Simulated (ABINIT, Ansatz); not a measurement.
Planning a run of ABINIT 10.8.3 on CaC2 (R-3m). The input:

```
acell 3*1.0 Angstrom
rprim 
  1.944397984288 1.122598699617 3.953874776707
  -1.944397984288 1.122598699617 3.953874776707
  -0.000000000000 -2.245197399304 3.953874776686
ntypat 2
znucl 20 6
natom 3
typat 1 2 2
xred 
  0.000000000000 0.000000000000 0.000000000000
  0.552915000000 0.552915000000 0.552915000000
  0.447085000000 0.447085000000 0.447085000000
pp_dirpath "pseudos"
pseudos "Ca.upf, C.upf"
ecut 37
ngkpt 6 6 6
nshiftk 1
shiftk 0 0 0
kptopt 1
chksymbreak 0
istwfk *1
occopt 1
irdwfk 1
optdriver 3
nband 56
ecuteps 4.2
inclvkb 2
awtr 1
symchi 1
indata_prefix "in"
outdata_prefix "out"
tmpdata_prefix "tmp"
```

```sh
OMP_NUM_THREADS=1 mpirun -n 4 abinit run.abi > log
```

**Question.** How long will it take on 4 MPI ranks of Arm Neoverse N1, shared host, and how much memory?

It took 6.1 min; on shared hardware allow 3.1 min to 12 min. Peak host memory was 1.9 GiB.

[Paths, hosts, dates, memory and timing lines, banners, echoed tables and standing remarks are left out of the program output.]

[Logs are printed without paths, hosts, clocks, repeated set-up lines and the standing remarks that a program may print on its own settings, such as how far it seeks lower states.]

[Runs of the session that timed out or met a known fault of the program may be left out.]

[Hosts, paths, dates, database ids (printed as entryN), source tags and the programs' standing remarks are cut or masked in the printed files.]

[G0W0 gaps are taken among the corrected bands and points alone; a level outside them can change the order at an edge.]

[Where Ansatz stands beside ABINIT at settings called matched, ABINIT's density can come from a denser mesh and the files from another edition; pairs whose starting gaps differed by over 0.03 eV were left out, so agreement reads better than it is.]
